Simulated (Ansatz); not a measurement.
# O on Cu(100): change of the work function, part 3 of 3

How does O on the hollow site change the work function of Cu(100) as the layer fills?

Ansatz 0.2.0; plane-wave DFT, PBE, Ansatz PAW.

So far, work function, upper face (eV): step 2 (the clean slab) 4.57; step 3 (17 atoms, coverage 0.25 ML, cell 2x2) 4.96.

**4. The covered slab, k-mesh 12×12×1, coverage 1 ML**

System of this step: Cu4O (O/Cu(100)). The cell holds 5 atoms: 4 Cu and 1 O. Cell: a = 2.553 Å, b = 2.553 Å, c = 24.367 Å, α = 90.0°, β = 90.0°, γ = 90.0°. Vacuum lies along c.

Another coverage, to see how the dipoles act on each other as their distance changes.

input.yaml

```yaml
crystal:
  lattice:
    - [2.5526554801, 0.0, 0.0]
    - [0.0, 2.5526554801, 0.0]
    - [0.0, 0.0, 24.3672467739]
  atoms:
    - { symbol: Cu, position: [0.5, 0.5, 0.3693482519] }
    - { symbol: Cu, position: [0.0, 0.0, 0.4434230958] }
    - { symbol: Cu, position: [0.5, 0.5, 0.5187836795] }
    - { symbol: Cu, position: [0.0, 0.0, 0.5916946475] }
    - { symbol: O, position: [0.5, 0.5, 0.6306517481] }
kpoints:
  mp_grid: { grid: [12, 12, 1] }
hamiltonian:
  xc: pbe
scf:
  occupations: { method: fermi_dirac, width: 0.1 }
  convergence: { dr2_threshold: 1.0e-08 }
efield:
  axis: 3
  dipole_correction: true
  ramp_position: 0.97
  ramp_width: 0.06
relax:
  f_tol: 0.02
  max_steps: 60
  constraints: [{ sites: [0, 1] }]
output:
  write_potential: true
  write_density: true
  volumetric_format: npy
```

The run is started by

```sh
> ansatz run input.yaml --threads 4 --pin off --max-ram 6144MiB --backend cpu --events-out ev --progress --plain --runs-dir out
```

Numbers of over 12 decimals in the logs are rounded to 6 here.

Log:

```text
[...]
Crystal: 5 atoms, lattice volume = 158.778 Å³
Basis set: ecut = 420 eV, 3117 PW (Γ), exchange–correlation on 36×36×360 points (8 copies of the dense FFT grid, shifted against one another)
Bands: 50, of which v1, the nominal top of the filled ones, is band 41 counted from 1 (40 counted from 0)
Symmetry: 8 space group operations
[...]
k-points: 28 of 144
[...]
SCF iter   1: F=—  HF=-27064.675471 eV  |F-HF|=—  |Δ(HF+E_count)|=         —  Δρ=5.94e-3  dr2=2.17e-1  ethr=1.77e-3  p=-0.122 e·Å  D=-1.39e-1 V/Å  ΔV_dip=3.38 eV  dr2_dipole=8.94e-2  V_vac-E_F(+/−)=7.72/4.34 eV  ⟨swp⟩=9.5  Hψ=6848  notcnv=0  defer=31
[...]
SCF iter  14: F=-27064.670298 eV  HF=-27064.670298 eV  |F-HF|=3.40e-8  |Δ(HF+E_count)|=   1.10e-8  Δρ=1.91e-6  dr2=4.51e-9  ethr=1.22e-11  p=-0.106 e·Å  D=-1.21e-1 V/Å  ΔV_dip=2.95 eV  dr2_dipole=3.66e-10  V_vac-E_F(+/−)=7.50/4.55 eV  ⟨swp⟩=8.5  Hψ=9613  notcnv=0
SCF 1 converged in 14 iterations: F = -27064.670298 eV  dr2 = 4.51e-9
[...]
relax step   1: F+E_penalty+E_count = -27064.67029792 eV  Δ(F+E_penalty+E_count) = +0.000e0 eV  max|allowed force component| = 1.728e0 eV/Å  Δτ_max = 0.0000 Å  (14 SCF iters, accepted)
[...]
SCF iter  13: F=-27064.756456 eV  HF=-27064.756455 eV  |F-HF|=4.37e-8  |Δ(HF+E_count)|=   1.64e-7  Δρ=1.89e-6  dr2=4.78e-9  ethr=1.22e-11  p=-0.099 e·Å  D=-1.13e-1 V/Å  ΔV_dip=2.75 eV  dr2_dipole=2.37e-10  V_vac-E_F(+/−)=7.29/4.54 eV  ⟨swp⟩=8.6  Hψ=10524  notcnv=0
SCF 2 converged in 13 iterations: F = -27064.756456 eV  dr2 = 4.78e-9
relax step   2: F+E_penalty+E_count = -27064.75645553 eV  Δ(F+E_penalty+E_count) = -8.616e-2 eV  max|allowed force component| = 1.477e0 eV/Å  Δτ_max = 0.0444 Å  (13 SCF iters, accepted)
SCF iter   1: F=—  HF=-27065.232952 eV  |F-HF|=—  |Δ(HF+E_count)|=         —  Δρ=3.18e-2  dr2=2.86e0  ethr=3.10e-3  p=-0.099 e·Å  D=-1.13e-1 V/Å  ΔV_dip=2.75 eV  dr2_dipole=7.87e-1  V_vac-E_F(+/−)=7.02/4.28 eV  ⟨swp⟩=5.4  Hψ=4010  notcnv=0  defer=21
[...]
SCF iter  14: F=-27064.988587 eV  HF=-27064.988587 eV  |F-HF|=3.25e-7  |Δ(HF+E_count)|=   5.70e-7  Δρ=2.64e-6  dr2=6.25e-9  ethr=1.22e-11  p=-0.044 e·Å  D=-5.01e-2 V/Å  ΔV_dip=1.22 eV  dr2_dipole=2.71e-12  V_vac-E_F(+/−)=5.67/4.45 eV  ⟨swp⟩=8.5  Hψ=10473  notcnv=0
SCF 3 converged in 14 iterations: F = -27064.988587 eV  dr2 = 6.25e-9
relax step   3: F+E_penalty+E_count = -27064.98858686 eV  Δ(F+E_penalty+E_count) = -2.321e-1 eV  max|allowed force component| = 3.690e-1 eV/Å  Δτ_max = 0.1947 Å  (14 SCF iters, accepted)
[...]
relax step   4: F+E_penalty+E_count = -27065.00180183 eV  Δ(F+E_penalty+E_count) = -1.321e-2 eV  max|allowed force component| = 2.219e-1 eV/Å  Δτ_max = 0.1670 Å  (14 SCF iters, accepted)
SCF iter   1: F=—  HF=-27065.020742 eV  |F-HF|=—  |Δ(HF+E_count)|=         —  Δρ=6.72e-3  dr2=4.62e-2  ethr=2.64e-3  p=-0.046 e·Å  D=-5.27e-2 V/Å  ΔV_dip=1.29 eV  dr2_dipole=5.85e-3  V_vac-E_F(+/−)=5.79/4.51 eV  ⟨swp⟩=3.8  Hψ=3254  notcnv=0  defer=49
[...]
SCF iter  13: F=-27065.007999 eV  HF=-27065.007999 eV  |F-HF|=1.69e-7  |Δ(HF+E_count)|=   2.30e-7  Δρ=1.49e-6  dr2=2.42e-9  ethr=1.22e-11  p=-0.046 e·Å  D=-5.28e-2 V/Å  ΔV_dip=1.29 eV  dr2_dipole=5.24e-11  V_vac-E_F(+/−)=5.75/4.47 eV  ⟨swp⟩=8.3  Hψ=10521  notcnv=0
SCF 5 converged in 13 iterations: F = -27065.007999 eV  dr2 = 2.42e-9
relax step   5: F+E_penalty+E_count = -27065.00799900 eV  Δ(F+E_penalty+E_count) = -6.197e-3 eV  max|allowed force component| = 1.705e-2 eV/Å  Δτ_max = 0.0627 Å  (13 SCF iters, accepted)
[...]
SCF converged after 13 iterations
Free energy (F): -27065.007999 eV
[...]
Internal energy: -27064.926009 eV  (E = F + TS)
E sigma→0 (E₀):  -27064.967004 eV
Entropy (-TS):   -0.081990 eV (-16.398 meV/atom)
Fermi energy:    2.017454 eV
Dipole field:    D = -0.052779 V/Å  (p = -0.046311 e·Å, saw-weighted, corrected)
Work function:   Φ+ = 5.7548 eV   Φ− = 4.4687 eV
[...]
--- Forces (eV/Å), atoms counted from 1 ---
  atom   1  Cu    -0.00000000     0.00000000     0.10942304
  atom   2  Cu     0.00000000     0.00000000    -0.10820163
  atom   3  Cu     0.00000000     0.00000000    -0.01705312
  atom   4  Cu     0.00000000     0.00000000    -0.00109502
  atom   5  O      0.00000000     0.00000000     0.01694456
  max |Σ_I F_I| component: 1.78e-5 eV/Å
--- Band table (eV; the first three rows and the last of 28) ---
  k-point 0: bands = [... 37 lower, 0.4335, 0.4335, 0.5384, 0.7398, 0.7398, 1.7894, 3.2172, 6.3214, ... 5 higher]
  k-point 1: bands = [... 37 lower, 0.2801, 0.4781, 0.5232, 0.6632, 0.9399, 1.9676, 3.4633, 6.4842, ... 5 higher]
  k-point 2: bands = [... 37 lower, 0.1679, 0.4087, 0.5418, 0.7732, 1.4886, 2.2952, 4.1257, 6.9686, ... 5 higher]
  k-point 27: bands = [... 37 lower, 0.7013, 0.9147, 1.8035, 4.8336, 4.8336, 7.7475, 7.7475, 8.9037, ... 5 higher]
--- Relaxed structure (5 steps of the walk, 5 accepted, 0 SCFs on fresh bases) ---
  F+E_penalty+E_count = -27065.00799900 eV   max|allowed force component| = 1.705e-2 eV/Å
  atoms:
    - { symbol: Cu, position: [0.5, 0.5, 0.369348] }
    - { symbol: Cu, position: [0.0, 0.0, 0.443423] }
    - { symbol: Cu, position: [0.5, 0.5, 0.517176] }
    - { symbol: Cu, position: [0, 0.0, 0.604582] }
    - { symbol: O, position: [0.5, 0.5, 0.626617] }
```

The job ended after 35 s (4 threads of Arm Neoverse V2, shared host; peak memory 0.53 GiB; 2.2 min of CPU time).

The steps of the relaxation:

```
step  energy less that of the first step (eV)  largest force component (eV/Å)
   1                                   0.0000                          1.7277
   2                                  -0.0862                          1.4766
   3                                  -0.3183                          0.3690
   4                                  -0.3315                          0.2219
   5                                  -0.3377                          0.0171
```

Forces are held to the 8 operations that the run works with; a distortion that breaks them can't arise in this run.

The atoms that moved most (Å):

```
atom     dx     dy      dz  length
 Cu4  0.000  0.000   0.314   0.314
  O5  0.000  0.000  -0.098   0.098
 Cu3  0.000  0.000  -0.039   0.039
```

Final coordinates:

```xyz
5
Lattice="2.5527 0.0000 0.0000 0.0000 2.5527 0.0000 0.0000 0.0000 24.3672" Properties=species:S:1:pos:R:3
Cu    1.2763    1.2763    9.0000
Cu    0.0000    0.0000   10.8050
Cu    1.2763    1.2763   12.6022
Cu    0.0000    0.0000   14.7320
O     1.2763    1.2763   15.2689
```

This step gave:

```yaml
energy_at_zero_smearing: -27064.9670 eV
work_function_upper_face: 5.755 eV
work_function_lower_face: 4.469 eV
dipole_along_the_normal: -0.04631 e·Å
step_between_the_vacuum_levels: 1.286 eV
```

Running mean over 1.805 Å of the planar mean; the ramp of the sawtooth is left out. The electron's electrostatic potential energy less the Fermi level by z:

```
z (Å)  electron's electrostatic potential energy less the Fermi level (eV)
  3.0                                                                 4.47
  3.5                                                                 4.47
  4.0                                                                 4.47
  4.5                                                                 4.47
  5.0                                                                 4.47
  5.5                                                                 4.46
  6.0                                                                 4.43
  6.5                                                                 4.34
  7.0                                                                 4.00
  7.5                                                                 2.60
  8.0                                                                -1.50
  8.5                                                                -6.24
  9.0                                                                -8.33
  9.5                                                                -8.67
 10.0                                                                -8.76
 10.5                                                                -8.84
 11.0                                                                -8.86
 11.5                                                                -8.85
 12.0                                                                -8.80
 12.5                                                                -8.66
 13.0                                                                -7.74
 13.5                                                                -6.22
 14.0                                                                -7.56
 14.5                                                                -11.8
 15.0                                                                -12.7
 15.5                                                                -8.53
 16.0                                                                -1.60
 16.5                                                                 3.86
 17.0                                                                 5.47
 17.5                                                                 5.71
 18.0                                                                 5.75
 18.5                                                                 5.75
 19.0                                                                 5.75
 19.5                                                                 5.75
 20.0                                                                 5.75
 20.5                                                                 5.75
 21.0                                                                 5.75
```

The relaxation took 5 steps and lowered the energy by 0.34 eV; the largest force on the free atoms ends at 0.017 eV/Å.

The covered face has 5.75 eV, +1.18 eV against the clean one; the bare back face has moved by -0.11 eV, a measure of how thin the slab is.

**5. Work function against coverage**

This step: plane-wave DFT, PBE, Ansatz PAW; work function against coverage (Ansatz 0.2.0).

The runs are now put side by side.

Numbers from this step:

```yaml
work_function_of_the_clean_face: 4.571 eV
largest_change_of_the_work_function: 1.184 eV
```

The work function of the covered face by coverage:

```
coverage (adsorbates/nm²)  work function of the covered face (eV)
                     0.00                                    4.57
                     3.84                                    4.96
                    15.35                                    5.75
```

The dipole per adsorbate comes from the change of the cell's dipole. Coverage, by row:

```
coverage (1/nm²)  coverage (ML)  work function (eV)  change (eV)  dipole per adsorbate, positive end outwards (debye)  mean height of the added atoms over the highest substrate atom (Å)
           3.837           0.25               4.963       0.3923                                               -0.351                                                              0.8087
           15.35              1               5.755        1.184                                               -0.224                                                              0.5369
```

**6. Results**

- work function of the clean face: 4.57 eV
- work function at 0.25 ML: 4.96 eV
- work function at 1 ML: 5.75 eV
- dipole per adsorbate at 0.25 ML, positive end outwards: -0.35 D

In words: O raises the work function of Cu(100) at the lowest coverage, by 0.39 eV: the adsorbate layer has its negative end outwards. The slab has 4 layers, at the tabulated experimental lattice constant, one starting site was run, and quantum-size effects of a slab this thin can reach one or two tenths of an eV.

[Logs are printed without paths, hosts, clocks, repeated set-up lines and the standing remarks that a program may print on its own settings, such as how far it seeks lower states.]

[Hosts, paths, dates, database ids (printed as entryN), source tags and the programs' standing remarks are cut or masked in the printed files.]

[Maps of the electrostatic potential energy from Ansatz leave out the sawtooth potential of an applied field or a dipole correction, so their vacuum need not be flat; planar profiles and work functions include it.]
